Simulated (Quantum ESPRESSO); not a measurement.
# 1T-PtS2, 2 layers, AA stacking, stepped through biaxial strain, part 6 of 8

What law, if any, do the results for 1T-PtS2, 2 layers, AA stacking follow against biaxial strain?

Quantum ESPRESSO 7.5; plane-wave DFT, PBE, GBRV ultrasoft pseudopotentials.

So far. Step 6 (Band structure, -4 %): Along this path the valence top lies between K and Γ and the conduction bottom between K and Γ. Step 7 (Relaxing the ions, -3 %): The relaxation lowers the energy by 19 meV an atom.

### Step 9. Relaxing the ions, 3 %

Level of this step: plane-wave DFT, PBE-D3(BJ), GBRV ultrasoft pseudopotentials (Quantum ESPRESSO 7.5).

The input, m7.relax.in:

```
&control
  prefix = 'm7.relax'
  outdir = './out'
  pseudo_dir = './pseudo'
  nstep = 40
  forc_conv_thr = 0.0003
  calculation = 'relax'
  tstress = .true.
/
&system
  ibrav = 0
  nat = 6
  ntyp = 2
  ecutwfc = 50
  ecutrho = 250
  vdw_corr = 'grimme-d3'
  dftd3_version = 4
  occupations = 'smearing'
  smearing = 'fd'
  degauss = 0.002
/
&electrons
  conv_thr = 1e-09
  mixing_beta = 0.4
  electron_maxstep = 120
  mixing_mode = 'plain'
/
&ions
/
ATOMIC_SPECIES
  S   32.0600  s_pbe_v1.4.uspp.F.UPF
  Pt  195.0840  pt_pbe_v1.4.uspp.F.UPF
CELL_PARAMETERS angstrom
  3.66703769516000 0.00000000000000 0.00000000000000
  -1.83351884758000 3.17574780076000 0.00000000000000
  0.00000000000000 0.00000000000000 22.22817278700000
ATOMIC_POSITIONS crystal
  S   0.666666666700 0.333333333300 0.336507656100
  Pt  0.000000000000 0.000000000000 0.392298910300
  S   0.333333333300 0.666666666700 0.446740145800
  S   0.666666666700 0.333333333300 0.553259854200
  Pt  0.000000000000 0.000000000000 0.607701089700
  S   0.333333333300 0.666666666700 0.663492343900
K_POINTS automatic
  12 12 1 0 0 0
```

The run is started by

```bash
> OMP_NUM_THREADS=1 mpirun -n 4 pw.x -nk 4 -in m7.relax.in > m7.relax.out
```

The program printed:

```text
[banner, memory and clock lines left out]
Program PWSCF v.7.5 starts
[...]
Message from routine setup:
[...]
number of electrons       =        56.00
     number of Kohn-Sham states=           34
     kinetic-energy cutoff     =      50.0000  Ry
     charge density cutoff     =     250.0000  Ry
[...]
number of k points=    19  Fermi-Dirac smearing, width (Ry)=  0.0020
[...]
Dense  grid:   116653 G-vectors     FFT dimensions: (  36,  36, 216)
[...]
negative rho (up, down):  3.779E-01 0.000E+00
     Starting wfcs are   40 randomized atomic wfcs
[...]
negative rho (up, down):  3.546E-01 0.000E+00
[...]
estimated scf accuracy    <       4.56253930 Ry
[...]
negative rho (up, down):  3.589E-01 0.000E+00
[...]
estimated scf accuracy    <       2.94672682 Ry
[...]
negative rho (up, down):  3.576E-01 0.000E+00
[...]
estimated scf accuracy    <       0.15989993 Ry
[...]
negative rho (up, down):  3.539E-01 0.000E+00
[...]
estimated scf accuracy    <       0.10558889 Ry
[...]
negative rho (up, down):  3.527E-01 0.000E+00
[...]
estimated scf accuracy    <       0.01947886 Ry
[...]
negative rho (up, down):  3.526E-01 0.000E+00
[...]
estimated scf accuracy    <       0.00587422 Ry
[...]
negative rho (up, down):  3.525E-01 0.000E+00
[...]
estimated scf accuracy    <       0.00096750 Ry
[...]
negative rho (up, down):  3.525E-01 0.000E+00
[...]
estimated scf accuracy    <       0.00010046 Ry
[...]
negative rho (up, down):  3.526E-01 0.000E+00
[...]
estimated scf accuracy    <       0.00000492 Ry
[...]
negative rho (up, down):  3.526E-01 0.000E+00
[...]
estimated scf accuracy    <       0.00000049 Ry
[...]
negative rho (up, down):  3.526E-01 0.000E+00
[...]
estimated scf accuracy    <       0.00000083 Ry
[...]
negative rho (up, down):  3.526E-01 0.000E+00
[...]
estimated scf accuracy    <       0.00000001 Ry
[...]
negative rho (up, down):  3.526E-01 0.000E+00
[...]
estimated scf accuracy    <       0.00000002 Ry
[...]
negative rho (up, down):  3.526E-01 0.000E+00
[...]
estimated scf accuracy    <          1.4E-09 Ry
[...]
negative rho (up, down):  3.526E-01 0.000E+00
[...]
estimated scf accuracy    <          1.2E-09 Ry
[...]
negative rho (up, down):  3.526E-01 0.000E+00
[...]
the Fermi energy is     1.5902 ev
!    total energy              =    -518.07160142 Ry
     estimated scf accuracy    <          2.6E-11 Ry
     smearing contrib. (-TS)   =      -0.00000001 Ry
     internal energy E=F+TS    =    -518.07160141 Ry
[...]
one-electron contribution =   -2542.46192381 Ry
     hartree contribution      =    1282.27315054 Ry
     xc contribution           =    -147.21179687 Ry
     ewald contribution        =     889.46933558 Ry
[...]
convergence has been achieved in  16 iterations
     negative rho (up, down):  3.526E-01 0.000E+00
[...]
Total force =     0.048143     Total SCF correction =     0.000019
[...]
negative rho (up, down):  3.526E-01 0.000E+00
[...]
negative rho (up, down):  3.527E-01 0.000E+00
[...]
negative rho (up, down):  3.527E-01 0.000E+00
[...]
estimated scf accuracy    <       0.00006156 Ry
[...]
negative rho (up, down):  3.527E-01 0.000E+00
[...]
estimated scf accuracy    <       0.00005172 Ry
[...]
negative rho (up, down):  3.527E-01 0.000E+00
[...]
estimated scf accuracy    <       0.00003654 Ry
[...]
negative rho (up, down):  3.527E-01 0.000E+00
[...]
estimated scf accuracy    <       0.00001098 Ry
[...]
negative rho (up, down):  3.526E-01 0.000E+00
[...]
estimated scf accuracy    <       0.00000025 Ry
[...]
negative rho (up, down):  3.526E-01 0.000E+00
[...]
estimated scf accuracy    <       0.00000008 Ry
[...]
negative rho (up, down):  3.526E-01 0.000E+00
[...]
estimated scf accuracy    <          8.9E-09 Ry
[...]
negative rho (up, down):  3.526E-01 0.000E+00
[...]
the Fermi energy is     1.6002 ev
!    total energy              =    -518.07365921 Ry
     estimated scf accuracy    <          5.4E-10 Ry
     smearing contrib. (-TS)   =      -0.00000001 Ry
     internal energy E=F+TS    =    -518.07365920 Ry
[...]
one-electron contribution =   -2546.78269814 Ry
     hartree contribution      =    1284.40531713 Ry
     xc contribution           =    -147.23890771 Ry
     ewald contribution        =     891.68310306 Ry
[...]
convergence has been achieved in   8 iterations
     negative rho (up, down):  3.526E-01 0.000E+00
[...]
Total force =     0.037319     Total SCF correction =     0.000031
[...]
negative rho (up, down):  3.526E-01 0.000E+00
[...]
negative rho (up, down):  3.527E-01 0.000E+00
[...]
negative rho (up, down):  3.526E-01 0.000E+00
[...]
estimated scf accuracy    <       0.00007432 Ry
[...]
negative rho (up, down):  3.526E-01 0.000E+00
[...]
estimated scf accuracy    <       0.00008630 Ry
[...]
negative rho (up, down):  3.526E-01 0.000E+00
[...]
estimated scf accuracy    <       0.00005120 Ry
[...]
negative rho (up, down):  3.526E-01 0.000E+00
[...]
estimated scf accuracy    <       0.00000839 Ry
[...]
negative rho (up, down):  3.526E-01 0.000E+00
[...]
estimated scf accuracy    <       0.00000029 Ry
[...]
negative rho (up, down):  3.526E-01 0.000E+00
[...]
estimated scf accuracy    <       0.00000007 Ry
[...]
negative rho (up, down):  3.526E-01 0.000E+00
[...]
estimated scf accuracy    <          4.4E-09 Ry
[...]
negative rho (up, down):  3.526E-01 0.000E+00
[...]
estimated scf accuracy    <          8.4E-10 Ry
[...]
negative rho (up, down):  3.526E-01 0.000E+00
[...]
the Fermi energy is     1.6112 ev
!    total energy              =    -518.07530818 Ry
     estimated scf accuracy    <          1.1E-10 Ry
     smearing contrib. (-TS)   =      -0.00000000 Ry
     internal energy E=F+TS    =    -518.07530818 Ry
[...]
one-electron contribution =   -2551.80969733 Ry
     hartree contribution      =    1286.88738915 Ry
     xc contribution           =    -147.26896027 Ry
     ewald contribution        =     894.25655638 Ry
[...]
convergence has been achieved in   9 iterations
     negative rho (up, down):  3.526E-01 0.000E+00
[...]
Total force =     0.025279     Total SCF correction =     0.000027
[...]
negative rho (up, down):  3.526E-01 0.000E+00
[...]
negative rho (up, down):  3.524E-01 0.000E+00
[...]
negative rho (up, down):  3.519E-01 0.000E+00
[...]
estimated scf accuracy    <       0.00003615 Ry
[...]
negative rho (up, down):  3.519E-01 0.000E+00
[...]
estimated scf accuracy    <       0.00011511 Ry
[...]
negative rho (up, down):  3.519E-01 0.000E+00
[...]
estimated scf accuracy    <       0.00001080 Ry
[...]
negative rho (up, down):  3.519E-01 0.000E+00
[...]
estimated scf accuracy    <       0.00000201 Ry
[...]
negative rho (up, down):  3.518E-01 0.000E+00
[...]
estimated scf accuracy    <       0.00000012 Ry
[...]
negative rho (up, down):  3.518E-01 0.000E+00
[...]
estimated scf accuracy    <       0.00000002 Ry
[...]
negative rho (up, down):  3.518E-01 0.000E+00
[...]
estimated scf accuracy    <          1.8E-09 Ry
[...]
negative rho (up, down):  3.518E-01 0.000E+00
[...]
estimated scf accuracy    <          6.3E-10 Ry
[...]
negative rho (up, down):  3.518E-01 0.000E+00
[...]
the Fermi energy is     1.6333 ev
!    total energy              =    -518.07669071 Ry
     estimated scf accuracy    <          4.8E-11 Ry
     smearing contrib. (-TS)   =      -0.00000000 Ry
     internal energy E=F+TS    =    -518.07669071 Ry
[...]
one-electron contribution =   -2563.67092295 Ry
     hartree contribution      =    1292.75317892 Ry
     xc contribution           =    -147.33237390 Ry
     ewald contribution        =     900.31431545 Ry
[...]
convergence has been achieved in   9 iterations
     negative rho (up, down):  3.518E-01 0.000E+00
[...]
Total force =     0.003086     Total SCF correction =     0.000050
[...]
negative rho (up, down):  3.518E-01 0.000E+00
[...]
negative rho (up, down):  3.516E-01 0.000E+00
[...]
negative rho (up, down):  3.516E-01 0.000E+00
[...]
estimated scf accuracy    <       0.00000396 Ry
[...]
negative rho (up, down):  3.516E-01 0.000E+00
[...]
estimated scf accuracy    <       0.00002482 Ry
[...]
negative rho (up, down):  3.516E-01 0.000E+00
[...]
estimated scf accuracy    <       0.00000022 Ry
[...]
negative rho (up, down):  3.516E-01 0.000E+00
[...]
estimated scf accuracy    <       0.00000005 Ry
[...]
negative rho (up, down):  3.516E-01 0.000E+00
[...]
estimated scf accuracy    <          4.7E-09 Ry
[...]
negative rho (up, down):  3.516E-01 0.000E+00
[...]
estimated scf accuracy    <          1.6E-09 Ry
[...]
negative rho (up, down):  3.516E-01 0.000E+00
[...]
estimated scf accuracy    <          9.5E-11 Ry
[...]
negative rho (up, down):  3.516E-01 0.000E+00
[...]
estimated scf accuracy    <          1.4E-10 Ry
[...]
negative rho (up, down):  3.516E-01 0.000E+00
[...]
estimated scf accuracy    <          1.5E-11 Ry
[...]
negative rho (up, down):  3.516E-01 0.000E+00
[...]
the Fermi energy is     1.6339 ev
!    total energy              =    -518.07670059 Ry
     estimated scf accuracy    <          3.4E-12 Ry
     smearing contrib. (-TS)   =      -0.00000000 Ry
     internal energy E=F+TS    =    -518.07670058 Ry
[...]
one-electron contribution =   -2564.52639460 Ry
     hartree contribution      =    1293.18026197 Ry
     xc contribution           =    -147.33305241 Ry
     ewald contribution        =     900.74340087 Ry
[...]
convergence has been achieved in  10 iterations
     negative rho (up, down):  3.516E-01 0.000E+00
[...]
Total force =     0.003098     Total SCF correction =     0.000016
[...]
negative rho (up, down):  3.516E-01 0.000E+00
[...]
WARNING: bfgs curvature condition failed, Theta= 0.822
[...]
negative rho (up, down):  3.512E-01 0.000E+00
[...]
negative rho (up, down):  3.512E-01 0.000E+00
[...]
estimated scf accuracy    <       0.00000554 Ry
[...]
negative rho (up, down):  3.512E-01 0.000E+00
[...]
estimated scf accuracy    <       0.00003518 Ry
[...]
negative rho (up, down):  3.512E-01 0.000E+00
[...]
estimated scf accuracy    <       0.00000030 Ry
[...]
negative rho (up, down):  3.512E-01 0.000E+00
[...]
estimated scf accuracy    <       0.00000007 Ry
[...]
negative rho (up, down):  3.512E-01 0.000E+00
[...]
estimated scf accuracy    <          4.6E-09 Ry
[...]
negative rho (up, down):  3.512E-01 0.000E+00
[...]
estimated scf accuracy    <          2.0E-09 Ry
[...]
negative rho (up, down):  3.512E-01 0.000E+00
[...]
estimated scf accuracy    <          1.4E-10 Ry
[...]
negative rho (up, down):  3.512E-01 0.000E+00
[...]
estimated scf accuracy    <          2.2E-10 Ry
[...]
negative rho (up, down):  3.512E-01 0.000E+00
[...]
estimated scf accuracy    <          4.2E-11 Ry
[...]
negative rho (up, down):  3.512E-01 0.000E+00
[...]
estimated scf accuracy    <       0.00168902 Ry
[...]
negative rho (up, down):  3.460E-01 0.000E+00
[...]
estimated scf accuracy    <       0.00002470 Ry
[...]
negative rho (up, down):  3.460E-01 0.000E+00
[...]
estimated scf accuracy    <       0.00000220 Ry
[...]
negative rho (up, down):  3.460E-01 0.000E+00
[...]
estimated scf accuracy    <       0.00000050 Ry
[...]
negative rho (up, down):  3.460E-01 0.000E+00
[...]
estimated scf accuracy    <       0.00000006 Ry
[...]
negative rho (up, down):  3.460E-01 0.000E+00
[...]
estimated scf accuracy    <          5.2E-09 Ry
[...]
negative rho (up, down):  3.460E-01 0.000E+00
[...]
estimated scf accuracy    <          2.1E-09 Ry
[...]
negative rho (up, down):  3.460E-01 0.000E+00
[...]
estimated scf accuracy    <          2.0E-10 Ry
[...]
negative rho (up, down):  3.460E-01 0.000E+00
[...]
estimated scf accuracy    <          1.3E-11 Ry
[...]
negative rho (up, down):  3.460E-01 0.000E+00
[...]
estimated scf accuracy    <          3.4E-11 Ry
[...]
negative rho (up, down):  3.460E-01 0.000E+00
[...]
the Fermi energy is     1.6451 ev
!    total energy              =    -518.07696115 Ry
     estimated scf accuracy    <          1.1E-12 Ry
     smearing contrib. (-TS)   =      -0.00000000 Ry
     internal energy E=F+TS    =    -518.07696115 Ry
[...]
one-electron contribution =   -2585.82718518 Ry
     hartree contribution      =    1303.82541187 Ry
     xc contribution           =    -147.33972517 Ry
     ewald contribution        =     911.40619414 Ry
[...]
convergence has been achieved in  12 iterations
     negative rho (up, down):  3.460E-01 0.000E+00
[...]
Total force =     0.003116     Total SCF correction =     0.000011
[...]
negative rho (up, down):  3.460E-01 0.000E+00
[...]
negative rho (up, down):  3.456E-01 0.000E+00
[...]
negative rho (up, down):  3.456E-01 0.000E+00
[...]
estimated scf accuracy    <       0.00076274 Ry
[...]
negative rho (up, down):  3.456E-01 0.000E+00
[...]
estimated scf accuracy    <       0.00466574 Ry
[...]
negative rho (up, down):  3.456E-01 0.000E+00
[...]
estimated scf accuracy    <       0.00004696 Ry
[...]
negative rho (up, down):  3.456E-01 0.000E+00
[...]
estimated scf accuracy    <       0.00000836 Ry
[...]
negative rho (up, down):  3.456E-01 0.000E+00
[...]
estimated scf accuracy    <       0.00000103 Ry
[...]
negative rho (up, down):  3.456E-01 0.000E+00
[...]
estimated scf accuracy    <       0.00000020 Ry
[...]
negative rho (up, down):  3.456E-01 0.000E+00
[...]
estimated scf accuracy    <       0.00000002 Ry
[...]
negative rho (up, down):  3.456E-01 0.000E+00
[...]
estimated scf accuracy    <          9.1E-09 Ry
[...]
negative rho (up, down):  3.456E-01 0.000E+00
[...]
estimated scf accuracy    <          2.5E-10 Ry
[...]
negative rho (up, down):  3.456E-01 0.000E+00
[...]
estimated scf accuracy    <          3.9E-10 Ry
[...]
negative rho (up, down):  3.456E-01 0.000E+00
[...]
estimated scf accuracy    <          1.7E-10 Ry
[...]
negative rho (up, down):  3.456E-01 0.000E+00
[...]
```

Run time: 14 min. Hardware: 4 MPI ranks of Arm Neoverse V1, shared host; peak memory 0.99 GiB.

Relaxation path:

```
step  energy less that of the first step (eV)  largest force (eV/Å)
   1                                   0.0000                0.6662
   2                                  -0.0280                0.5192
   3                                  -0.0504                0.3579
   4                                  -0.0677                0.1175
   5                                  -0.0692                0.0372
   6                                  -0.0694                0.0379
   7                                  -0.0695                0.0413
   8                                  -0.0698                0.0442
   9                                  -0.0702                0.0468
  10                                  -0.0708                0.0491
  11                                  -0.0717                0.0509
  12                                  -0.0729                0.0517
  13                                  -0.0747                0.0511
  14                                  -0.0770                0.0478
  15                                  -0.0795                0.0381
  16                                  -0.0805                0.0205
  17                                  -0.0806                0.0117
  18                                  -0.0806                0.0073
```

The atoms that moved most (Å):

| atom | dx | dy | dz | length |
| --- | --- | --- | --- | --- |
| S1 | 0.000 | 0.000 | 0.167 | 0.167 |
| S6 | 0.000 | 0.000 | -0.167 | 0.167 |
| Pt5 | 0.000 | 0.000 | -0.106 | 0.106 |
| Pt2 | 0.000 | 0.000 | 0.106 | 0.106 |
| S4 | 0.000 | 0.000 | -0.051 | 0.051 |
| S3 | 0.000 | 0.000 | 0.051 | 0.051 |

The relaxed structure:

```xyz
6
Lattice="3.6670 0.0000 0.0000 -1.8335 3.1757 0.0000 0.0000 0.0000 22.2282" Properties=species:S:1:pos:R:3
S     1.8335    1.0586    7.6473
Pt    0.0000    0.0000    8.8264
S     0.0000    2.1172    9.9809
S     1.8335    1.0586   12.2473
Pt    0.0000    0.0000   13.4017
S     0.0000    2.1172   14.5809
```

The relaxation lowers the energy by 13 meV an atom.

This step gave:

- free energy: -7048.8038 eV
- Fermi energy: 1.683 eV

### Step 10. SCF with pw.x, 3 %

Level of this step: plane-wave DFT, PBE, GBRV ultrasoft pseudopotentials (Quantum ESPRESSO 7.5).

The input, m7.scf.in:

```
&control
  prefix = 'm7.scf'
  outdir = './out'
  pseudo_dir = './pseudo'
  calculation = 'scf'
  tprnfor = .true.
/
&system
  ibrav = 0
  nat = 6
  ntyp = 2
  ecutwfc = 40
  ecutrho = 200
  occupations = 'smearing'
  smearing = 'fd'
  degauss = 0.002
  nbnd = 32
/
&electrons
  conv_thr = 1e-09
  mixing_beta = 0.4
  electron_maxstep = 120
  mixing_mode = 'plain'
/
ATOMIC_SPECIES
  S   32.0600  s_pbe_v1.4.uspp.F.UPF
  Pt  195.0840  pt_pbe_v1.4.uspp.F.UPF
CELL_PARAMETERS angstrom
  3.66703769516000 0.00000000000000 0.00000000000000
  -1.83351884758000 3.17574780076000 0.00000000000000
  0.00000000000000 0.00000000000000 22.22817278700000
ATOMIC_POSITIONS crystal
  S   0.666666666700 0.333333333300 0.344034776300
  Pt  0.000000000000 0.000000000000 0.397082724500
  S   0.333333333300 0.666666666700 0.449019516500
  S   0.666666666700 0.333333333300 0.550980483500
  Pt  0.000000000000 0.000000000000 0.602917275500
  S   0.333333333300 0.666666666700 0.655965223700
K_POINTS automatic
  12 12 1 0 0 0
```

The run is started by

```bash
> OMP_NUM_THREADS=1 mpirun -n 4 pw.x -nk 4 -in m7.scf.in > m7.scf.out
```

The program printed:

```text
[banner, memory and clock lines left out]
Program PWSCF v.7.5 starts
[...]
Message from routine setup:
[...]
number of electrons       =        56.00
     number of Kohn-Sham states=           32
     kinetic-energy cutoff     =      40.0000  Ry
     charge density cutoff     =     200.0000  Ry
[...]
number of k points=    19  Fermi-Dirac smearing, width (Ry)=  0.0020
[...]
Dense  grid:    83505 G-vectors     FFT dimensions: (  32,  32, 192)
[...]
negative rho (up, down):  3.675E-01 0.000E+00
     Starting wfcs are   40 randomized atomic wfcs
[...]
negative rho (up, down):  3.452E-01 0.000E+00
[...]
estimated scf accuracy    <       4.44991552 Ry
[...]
negative rho (up, down):  3.493E-01 0.000E+00
[...]
estimated scf accuracy    <       2.45705042 Ry
[...]
negative rho (up, down):  3.480E-01 0.000E+00
[...]
estimated scf accuracy    <       0.10406108 Ry
[...]
negative rho (up, down):  3.445E-01 0.000E+00
[...]
estimated scf accuracy    <       0.07611479 Ry
[...]
negative rho (up, down):  3.444E-01 0.000E+00
[...]
estimated scf accuracy    <       0.02343133 Ry
[...]
negative rho (up, down):  3.442E-01 0.000E+00
[...]
estimated scf accuracy    <       0.00545797 Ry
[...]
negative rho (up, down):  3.440E-01 0.000E+00
[...]
estimated scf accuracy    <       0.00087846 Ry
[...]
negative rho (up, down):  3.441E-01 0.000E+00
[...]
estimated scf accuracy    <       0.00006916 Ry
[...]
negative rho (up, down):  3.441E-01 0.000E+00
[...]
estimated scf accuracy    <       0.00001165 Ry
[...]
negative rho (up, down):  3.441E-01 0.000E+00
[...]
estimated scf accuracy    <       0.00000041 Ry
[...]
negative rho (up, down):  3.442E-01 0.000E+00
[...]
estimated scf accuracy    <       0.00000045 Ry
[...]
negative rho (up, down):  3.442E-01 0.000E+00
[...]
estimated scf accuracy    <       0.00000008 Ry
[...]
negative rho (up, down):  3.442E-01 0.000E+00
[...]
estimated scf accuracy    <       0.00000004 Ry
[...]
negative rho (up, down):  3.442E-01 0.000E+00
[...]
estimated scf accuracy    <          2.7E-09 Ry
[...]
negative rho (up, down):  3.442E-01 0.000E+00
[...]
estimated scf accuracy    <          2.0E-09 Ry
[...]
negative rho (up, down):  3.442E-01 0.000E+00
[...]
the Fermi energy is     1.6837 ev
!    total energy              =    -517.92976144 Ry
     estimated scf accuracy    <          2.9E-10 Ry
     smearing contrib. (-TS)   =      -0.00000001 Ry
     internal energy E=F+TS    =    -517.92976143 Ry
[...]
one-electron contribution =   -2672.67135827 Ry
     hartree contribution      =    1347.23209865 Ry
     xc contribution           =    -147.36555432 Ry
     ewald contribution        =     954.87505251 Ry
     convergence has been achieved in  16 iterations
     negative rho (up, down):  3.442E-01 0.000E+00
[...]
Total force =     0.008718     Total SCF correction =     0.000046
[...]
```

Run time: 47 s. Hardware: 4 MPI ranks; peak memory 0.74 GiB.

This step gave:

| Quantity | Value |
| --- | --- |
| free energy | -7046.7934 eV |
| Fermi energy | 1.684 eV |
| valence top, on the run's zero | 1.304 eV |
| conduction bottom, on the run's zero | 2.055 eV |
| gap by band count | 0.7506 eV |

(Part 6 of 8 ends here.)

[Logs are printed without paths, hosts, clocks, repeated set-up lines and the standing remarks that a program may print on its own settings, such as how far it seeks lower states.]

[Hosts, paths, dates, database ids (printed as entryN), source tags and the programs' standing remarks are cut or masked in the printed files.]

[Maps of the electrostatic potential energy from Ansatz leave out the sawtooth potential of an applied field or a dipole correction, so their vacuum need not be flat; planar profiles and work functions include it.]
